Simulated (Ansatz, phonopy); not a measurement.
# Grüneisen parameters and expansion of Pt (Fm-3m), part 3 of 3

Aim: how the vibrations of Pt shift with volume, and the expansion that follows.

Ansatz 0.2.0; DFT PBEsol, scalar-relativistic, plane waves, PAW; PAW set soft_1.

So far. Step 8 (Single point at a scaled cell, V/V0 0.985): The run ends at a pressure of 4.53 GPa. Step 9 (Phonons, V/V0 0.985): No mode is imaginary beyond numerical noise at the solved wavevectors.

**10. Single point at a scaled cell, V/V0 1.03**

Symmetry fixes every atom, so a single point at the scaled cell gives the energy and pressure of this member.

File input.yaml:

```yaml
crystal:
  lattice:
    - [0.0, 1.9782286127, 1.9782286127]
    - [1.9782286127, 0.0, 1.9782286127]
    - [1.9782286127, 1.9782286127, 0.0]
  atoms:
    - { symbol: Pt, position: [0.0, 0.0, 0.0] }
kpoints:
  mp_grid: { grid: [20, 20, 20] }
hamiltonian:
  xc: pbesol
  pseudopotentials: { kind: paw, azcp: { folder: soft_1 }, xc_functional: pbe }
scf:
  occupations: { method: methfessel_paxton, width: 0.2 }
  lower_state_search: "off"
output:
  forces: true
  stress: true
  eigenvalues: true
```

Started as:

```
> ansatz run input.yaml --threads 8 --pin off --max-ram 16384MiB --backend cpu --events-out ev --progress --plain --runs-dir out
```

Numbers of over 12 decimals in the logs are rounded to 6 here.

The program printed:

```text
[...]
Crystal: 1 atoms, lattice volume = 15.483 Å³
Basis set: ecut = 420 eV, 307 PW (Γ), exchange–correlation on 40×40×40 points (8 copies of the dense FFT grid, shifted against one another)
Bands: 13, of which v1, the nominal top of the filled ones, is band 9 counted from 1 (8 counted from 0)
Symmetry: 48 space group operations
[...]
k-points: 256 of 8000
[...]
--- Band table (eV; the first three rows and the last of 256) ---
  k-point 0: bands = [... 5 lower, 18.7625, 18.7625, 18.7625, 20.8554, 20.8554, 37.0591, 41.8421, 41.8421]
  k-point 1: bands = [... 5 lower, 18.7188, 18.8019, 18.8019, 20.8334, 20.8334, 37.2092, 41.2886, 41.9886]
  k-point 2: bands = [... 5 lower, 18.6025, 18.9082, 18.9082, 20.7825, 20.7825, 37.6253, 40.0815, 42.4173]
  k-point 255: bands = [... 5 lower, 18.0181, 18.0181, 20.4983, 22.8928, 29.2956, 30.5177, 30.5177, 34.2011]
[key lines of the parts left out:]
SCF converged after 6 iterations
Free energy (F): -12385.374869 eV
Fermi energy:    22.423294 eV
P = ⅓ Tr σ = -7.8628 GPa (-78.628 kbar)
```

Run time: 0.59 s. Hardware: 8 threads of Arm Neoverse V2, shared host; peak memory 0.31 GiB.

The run ends at a pressure of -7.86 GPa.

**11. Lattice dynamics at this volume, V/V0 1.03**

The same q-mesh and k-mesh are kept at every volume, so that much of their error can cancel in the differences.

input.yaml, the sections that differ from step 10:

```yaml
output:
  eigenvalues: true
phonons:
  method: dfpt
  qmesh: [4, 4, 4]
  temperatures: { t_max: 1000, t_step: 50 }
  qpath:
    path:
      - [[0.0, 0.0, 0.0], [0.5, 0.0, 0.5], [0.625, 0.25, 0.625]]
      - [[0.375, 0.375, 0.75], [0.0, 0.0, 0.0], [0.5, 0.5, 0.5], [0.5, 0.25, 0.75], [0.5, 0.0, 0.5]]
    npoints: 10
# crystal, kpoints, hamiltonian, scf: as in step 10
```

The program printed:

```text
[...]
Crystal: 1 atoms, lattice volume = 15.483 Å³
Basis set: ecut = 420 eV, 307 PW (Γ), exchange–correlation on 40×40×40 points (8 copies of the dense FFT grid, shifted against one another)
Bands: 13, of which v1, the nominal top of the filled ones, is band 9 counted from 1 (8 counted from 0)
Symmetry: 48 space group operations
k-points: 256 of 8000
[...]
k-point 255: bands = [... 5 lower, 18.0181, 18.0181, 20.4983, 22.8928, 29.2956, 30.5177, 30.5177, 34.2011]
[...]
ASR residual: 2.212e-4 → 0.000e0 eV/Å²; symmetrization residual: 9.853e-12 eV/Å²
  ASR residual per site (eV/Å²): 2.21e-4
  Γ frequencies (cm⁻¹): 0.00 0.00 0.00
--- Phonons (arbitrary-q DFPT): 8 irreducible q on the 4×4×4 mesh ---
[...]
interpolated dispersion: 62 rows × 3 modes
[...]
[key lines of the parts left out:]
SCF converged after 7 iterations
Free energy (F): -12385.374869 eV
Fermi energy:    22.423293 eV
```

Run time: 74 s. Hardware: 8 threads; peak memory 3.7 GiB.

No mode is imaginary beyond numerical noise at the solved wavevectors.

**12. A cell at another volume, V/V0 0.97**

Symmetry fixes every atom, so a single point at the scaled cell gives the energy and pressure of this member.

input.yaml, the sections that differ from step 11:

```yaml
crystal:
  lattice:
    - [0.0, 1.9390454211, 1.9390454211]
    - [1.9390454211, 0.0, 1.9390454211]
    - [1.9390454211, 1.9390454211, 0.0]
  atoms:
    - { symbol: Pt, position: [0.0, 0.0, 0.0] }
output:
  forces: true
  stress: true
  eigenvalues: true
# kpoints, hamiltonian, scf: as in step 11
# phonons: removed
```

The program printed:

```text
[...]
Crystal: 1 atoms, lattice volume = 14.581 Å³
Basis set: ecut = 420 eV, 283 PW (Γ), exchange–correlation on 40×40×40 points (8 copies of the dense FFT grid, shifted against one another)
Bands: 13, of which v1, the nominal top of the filled ones, is band 9 counted from 1 (8 counted from 0)
Symmetry: 48 space group operations
[...]
k-points: 256 of 8000
[...]
--- Band table (eV; the first three rows and the last of 256) ---
  k-point 0: bands = [... 5 lower, 20.2613, 20.2613, 20.2613, 22.5694, 22.5694, 38.7699, 43.8847, 43.8847]
  k-point 1: bands = [... 5 lower, 20.2123, 20.3043, 20.3043, 22.5442, 22.5442, 38.9363, 43.3267, 44.0469]
  k-point 2: bands = [... 5 lower, 20.0824, 20.4204, 20.4204, 22.4856, 22.4856, 39.4012, 42.1163, 44.5220]
  k-point 255: bands = [... 5 lower, 19.4465, 19.4465, 22.1497, 24.8304, 31.5951, 32.7012, 32.7012, 36.5978]
[key lines of the parts left out:]
SCF converged after 6 iterations
Free energy (F): -12385.373314 eV
Fermi energy:    24.299910 eV
P = ⅓ Tr σ = 9.5200 GPa (95.200 kbar)
```

The job ended after 0.55 s (8 threads; peak memory 0.31 GiB; 2.6 s of CPU time).

The run ends at a pressure of 9.52 GPa.

**13. Lattice dynamics at this volume, V/V0 0.97**

Phonons at this volume give one point of F(V, T); meshes stay fixed along the series.

input.yaml, the sections that differ from step 12:

```yaml
output:
  eigenvalues: true
phonons:
  method: dfpt
  qmesh: [4, 4, 4]
  temperatures: { t_max: 1000, t_step: 50 }
  qpath:
    path:
      - [[0.0, 0.0, 0.0], [0.5, 0.0, 0.5], [0.625, 0.25, 0.625]]
      - [[0.375, 0.375, 0.75], [0.0, 0.0, 0.0], [0.5, 0.5, 0.5], [0.5, 0.25, 0.75], [0.5, 0.0, 0.5]]
    npoints: 10
# crystal, kpoints, hamiltonian, scf: as in step 12
```

The program printed:

```text
[...]
Crystal: 1 atoms, lattice volume = 14.581 Å³
Basis set: ecut = 420 eV, 283 PW (Γ), exchange–correlation on 40×40×40 points (8 copies of the dense FFT grid, shifted against one another)
Bands: 13, of which v1, the nominal top of the filled ones, is band 9 counted from 1 (8 counted from 0)
Symmetry: 48 space group operations
k-points: 256 of 8000
[...]
k-point 255: bands = [... 5 lower, 19.4464, 19.4464, 22.1496, 24.8303, 31.5951, 32.7012, 32.7012, 36.5978]
[...]
ASR residual: 9.268e-5 → 0.000e0 eV/Å²; symmetrization residual: 3.638e-12 eV/Å²
  ASR residual per site (eV/Å²): 9.27e-5
  Γ frequencies (cm⁻¹): 0.00 0.00 0.00
--- Phonons (arbitrary-q DFPT): 8 irreducible q on the 4×4×4 mesh ---
[...]
interpolated dispersion: 62 rows × 3 modes
[...]
[key lines of the parts left out:]
SCF converged after 7 iterations
Free energy (F): -12385.373314 eV
Fermi energy:    24.299862 eV
```

Run time: 72 s. Hardware: 8 threads; peak memory 3.6 GiB.

No mode is imaginary beyond numerical noise at the solved wavevectors.

**14. Single point at a scaled cell, V/V0 1.05**

Symmetry fixes every atom, so a single point at the scaled cell gives the energy and pressure of this member.

The cell differs from the one that the last finished run ended in (a 2.742 → 2.816 Å, b 2.742 → 2.816 Å, c 2.742 → 2.816 Å).

input.yaml, the sections that differ from step 13:

```yaml
crystal:
  lattice:
    - [0.0, 1.9909506898, 1.9909506898]
    - [1.9909506898, 0.0, 1.9909506898]
    - [1.9909506898, 1.9909506898, 0.0]
  atoms:
    - { symbol: Pt, position: [0.0, 0.0, 0.0] }
output:
  forces: true
  stress: true
  eigenvalues: true
# kpoints, hamiltonian, scf: as in step 13
# phonons: removed
```

The program printed:

```text
[...]
Crystal: 1 atoms, lattice volume = 15.784 Å³
Basis set: ecut = 420 eV, 331 PW (Γ), exchange–correlation on 40×40×40 points (8 copies of the dense FFT grid, shifted against one another)
Bands: 13, of which v1, the nominal top of the filled ones, is band 9 counted from 1 (8 counted from 0)
Symmetry: 48 space group operations
[...]
k-points: 256 of 8000
[...]
--- Band table (eV; the first three rows and the last of 256) ---
  k-point 0: bands = [... 5 lower, 18.2994, 18.2994, 18.2994, 20.3274, 20.3274, 36.5262, 41.2037, 41.2037]
  k-point 1: bands = [... 5 lower, 18.2572, 18.3377, 18.3377, 20.3063, 20.3063, 36.6713, 40.6511, 41.3457]
  k-point 2: bands = [... 5 lower, 18.1451, 18.4411, 18.4411, 20.2577, 20.2577, 37.0718, 39.4448, 41.7595]
  k-point 255: bands = [... 5 lower, 17.5774, 17.5774, 19.9886, 22.2977, 28.5874, 29.8467, 29.8467, 33.4643]
[key lines of the parts left out:]
SCF converged after 6 iterations
Free energy (F): -12385.355841 eV
Fermi energy:    21.846265 eV
P = ⅓ Tr σ = -12.3208 GPa (-123.208 kbar)
```

Run time: 0.57 s. Hardware: 8 threads; peak memory 0.31 GiB.

The run ends at a pressure of -12.32 GPa.

**15. Lattice dynamics at this volume, V/V0 1.05**

The same q-mesh and k-mesh are kept at every volume, so that much of their error can cancel in the differences.

input.yaml, the sections that differ from step 14:

```yaml
output:
  eigenvalues: true
phonons:
  method: dfpt
  qmesh: [4, 4, 4]
  temperatures: { t_max: 1000, t_step: 50 }
  qpath:
    path:
      - [[0.0, 0.0, 0.0], [0.5, 0.0, 0.5], [0.625, 0.25, 0.625]]
      - [[0.375, 0.375, 0.75], [0.0, 0.0, 0.0], [0.5, 0.5, 0.5], [0.5, 0.25, 0.75], [0.5, 0.0, 0.5]]
    npoints: 10
# crystal, kpoints, hamiltonian, scf: as in step 14
```

The program printed:

```text
[...]
Crystal: 1 atoms, lattice volume = 15.784 Å³
Basis set: ecut = 420 eV, 331 PW (Γ), exchange–correlation on 40×40×40 points (8 copies of the dense FFT grid, shifted against one another)
Bands: 13, of which v1, the nominal top of the filled ones, is band 9 counted from 1 (8 counted from 0)
Symmetry: 48 space group operations
k-points: 256 of 8000
[...]
k-point 255: bands = [... 5 lower, 17.5774, 17.5774, 19.9886, 22.2976, 28.5874, 29.8467, 29.8467, 33.4643]
[...]
ASR residual: 9.269e-5 → 0.000e0 eV/Å²; symmetrization residual: 2.152e-11 eV/Å²
  ASR residual per site (eV/Å²): 9.27e-5
  Γ frequencies (cm⁻¹): 0.00 0.00 0.00
--- Phonons (arbitrary-q DFPT): 8 irreducible q on the 4×4×4 mesh ---
[...]
interpolated dispersion: 62 rows × 3 modes
[...]
[key lines of the parts left out:]
SCF converged after 7 iterations
Free energy (F): -12385.355841 eV
Fermi energy:    21.846224 eV
```

The job ended after 76 s (8 threads; peak memory 3.8 GiB; 8.5 min of CPU time).

No LO-TO term. The phonon branches at the labelled points (cm⁻¹):

```tsv
point	branch 1	branch 2	branch 3
Γ	0	0	0
halfway	69	69	122
X	114	114	169
halfway	111	115	164
U	102	124	149
jump to K	102	124	149
halfway	46	70	132
Γ	0	0	0
halfway	48	48	117
L	87	87	173
halfway	89	107	157
W	96	136	136
halfway	106	119	159
X	114	114	169
```

The phonon branches as a text plot (rows in cm⁻¹):

```
    170 |           ***                         *****          **
    162 |         **   **                      *     *        *
    155 |        *       *                            **     *
    148 |                 *  **               *         *   *
    141 |       *           *  *                         * *
    134 |                  *    *            *           ***
    126 |                 *                             *   *
    119 |      *        **  *               *          *     **
    112 |           *****        *                            ***
    105 |         **     **  **                       *      *
     97 |    **  *                         *         *   ****
     90 |                  *      **             ********
     83 |       *           *  *                *
     76 |   *                             *    *
     69 |      *             ** *             *
     61 |                      *    *        *
     54 |  * **                  *
     47 |                       *        *  *
     40 |   *                     **       *
     32 |                        *   *
     25 | **                      ***   * *
     18 |                           *    *
     11 | *                          *  *
      4 |*                            **
         Γ           X  U|K            Γ         L        W     X
```

No mode is imaginary beyond numerical noise at the solved wavevectors.

**16. Mode Grüneisen parameters**

This step: DFT PBEsol, scalar-relativistic, plane waves, PAW; PAW set soft_1 (phonopy 4.10.0).

Numbers from this step:

| Property | Result |
| --- | --- |
| share of modes with a negative Grüneisen parameter | 0 |

Mean Grüneisen, by row:

```tsv
T (K)	heat-capacity-weighted mean	root mean square
50	2.819	2.836
100	2.784	2.796
200	2.775	2.786
300	2.773	2.784
500	2.772	2.783
800	2.772	2.783
```

Table of mean mode Grueneisen parameter by wavenumber:

```tsv
wavenumber (cm⁻¹)	mean mode Grueneisen parameter
3.3	-
9.9	3.7
16.5	3.85
23.1	3.57
29.7	3.43
36.3	3.39
42.9	3.25
49.5	3.11
56.1	2.98
62.7	2.94
69.3	2.9
76.0	2.82
82.6	2.74
89.2	2.7
95.8	2.61
102.4	2.67
109.0	2.8
115.6	2.81
122.2	2.77
128.8	2.76
135.4	2.82
142.0	2.81
148.6	2.78
155.2	2.69
161.8	2.7
168.4	2.71
175.0	2.69
181.6	2.68
188.2	2.68
194.8	2.67
```

Volume series, by row:

```tsv
V/V0	V (Å³/atom)	pressure (GPa)	E - E0 (meV/atom)	gap (eV)	zero-point energy (meV/atom)	lowest on the path (cm⁻¹)	highest at Gamma without the LO-TO term (cm⁻¹)
0.97	14.58	9.52	12.9	0	24.64	0	-
0.985	14.81	4.534	3.102	0	23.67	0	-
1	15.03	0	0	0	22.73	0	-
1.015	15.26	-4.12	2.985	0	21.8	0	-
1.03	15.48	-7.863	11.49	0	20.9	0	-
1.05	15.78	-12.32	30.57	0	19.72	0	-
```

Grüneisen at points, by row:

```tsv
point	branch	frequency (cm⁻¹)	mode Grüneisen parameter
X	1	129.7	2.53
X	3	193.7	2.64
U	1	116.6	2.55
U	2	144.9	2.94
U	3	171.4	2.77
K	1	116.6	2.55
K	2	144.9	2.94
K	3	171.4	2.77
L	1	96.5	2.12
L	3	198.6	2.66
W	1	114.3	3.22
W	2	157.4	2.79
```

**17. Free-energy fit**

This step gave:

```yaml
volume_expansion_coefficient_at_300_k: 27.51 1e-6/K
isothermal_bulk_modulus_at_300_k: 272.2 GPa
c_p_at_300_k: 24.79 J/mol-atom/K
grueneisen_parameter_at_300_k: 2.825
```

Energy (each curve on its own zero) against volume; values in meV/atom:

```tsv
volume (Å³/atom)	static	F at 0 K	F at 300 K	F at 1300 K
14.581	12.9	15.3	21.4	48.6
14.807	3.1	4.53	8.35	25.2
15.032	0	0.48	1.96	8.29
15.258	2.98	2.54	1.59	-2.85
15.483	11.5	10.2	6.68	-8.77
15.784	30.6	28.1	21.1	-9.51
```

Phonopy-qha, vinet fit of F(V) at each temperature; no electronic free energy. Qha vinet, by row:

```tsv
T (K)	fitted volume (Å³/atom)	alpha_V (1e-6/K)	B_T (GPa)	C_P (J/mol-atom/K)	Grueneisen
100	15.08	20.78	282.7	19.36	2.771
150	15.1	24.28	280.2	22.4	2.795
200	15.12	25.88	277.6	23.68	2.806
250	15.14	26.83	274.9	24.36	2.816
300	15.16	27.51	272.2	24.79	2.825
350	15.18	28.07	269.5	25.1	2.835
400	15.2	28.57	266.7	25.34	2.845
450	15.22	29.04	263.9	25.55	2.855
500	15.25	29.5	261.1	25.73	2.865
550	15.27	29.95	258.2	25.91	2.876
600	15.29	30.4	255.3	26.07	2.887
650	15.31	30.86	252.4	26.24	2.898
700	15.34	31.33	249.4	26.4	2.91
750	15.36	31.82	246.4	26.57	2.922
800	15.39	32.31	243.4	26.73	2.934
850	15.41	32.83	240.3	26.9	2.946
900	15.44	33.36	237.2	27.08	2.959
950	15.46	33.91	234.1	27.26	2.972
1000	15.49	34.49	230.9	27.45	2.986
1050	15.52	35.08	227.7	27.64	3
1100	15.54	35.7	224.5	27.84	3.014
1150	15.57	36.35	221.2	28.05	3.029
1200	15.6	37.03	217.9	28.27	3.044
```

Table of volume expansion coefficient, phonopy-qha, Vinet by temperature:

temperature (K), volume expansion coefficient, phonopy-qha, Vinet (1e-6/K) and a bar from the least value:
```
       75       17.2 
      125       22.9 #########
      150       24.3 ###########
      200       25.9 #############
      225       26.4 ##############
      275       27.2 ###############
      325       27.8 ################
      350       28.1 ################
      400       28.6 #################
      425       28.8 #################
      475       29.3 ##################
      500       29.5 ##################
      550       29.9 ###################
      600       30.4 ####################
      625       30.6 ####################
      675       31.1 #####################
      700       31.3 #####################
      750       31.8 ######################
      800       32.3 ######################
      825       32.6 #######################
      875       33.1 ########################
      900       33.4 ########################
      950       33.9 #########################
      975       34.2 #########################
     1025       34.8 ##########################
     1075       35.4 ###########################
     1100       35.7 ############################
     1150       36.4 ############################
     1175       36.7 #############################
     1225       37.4 ##############################
```

The fit gives a volume expansion of 27.5 × 10⁻⁶/K at 300 K.

**18. Outcome**

```json
{"volume expansion coefficient at 300 K": "27.51 1e-6/K", "isothermal bulk modulus at 300 K": "272.2 GPa", "C_P at 300 K": "24.79 J/mol-atom/K", "Grüneisen parameter at 300 K": "2.825", "mean mode Grüneisen parameter at 300 K": "2.77"}
```

**Reading.** Near room temperature Pt expands by 27.5 × 10⁻⁶/K in volume by PBEsol, with C_P = 24.8 J/(mol K) per mole of atoms and B_T = 272 GPa. The table stops at 1225 K because beyond it the fitted volume comes within 1 % of the largest computed cell, where the fit loses its support. C_P at room temperature is 99 % of the classical 3R an atom. The fit leaves out the electrons' free energy, which adds to C_P and to the expansion of a metal at high temperature. The heat-capacity-weighted Grüneisen parameter goes from 2.82 at 50 K to 2.77 at 800 K. Weighting γ by the density of states and each mode's heat capacity at 300 K, modes below 70 cm⁻¹ give about 12 % of the sum of γC that drives the expansion, those up to 130 cm⁻¹ 50 % and the rest 38 %. Among the labelled points γ is largest for branch 1 at W (114 cm⁻¹, 3.2) and smallest for branch 1 at L (96.5 cm⁻¹, 2.1). The PAW files were made for PBE and are used here under another functional, for which the program regenerates the frozen cores.

[Logs are printed without paths, hosts, clocks, repeated set-up lines and the standing remarks that a program may print on its own settings, such as how far it seeks lower states.]

[Hosts, paths, dates, database ids (printed as entryN), source tags and the programs' standing remarks are cut or masked in the printed files.]

[A step with changed settings may run another functional than the one named; its input shows which.]

[Of the runs on displaced cells, only some may be shown.]
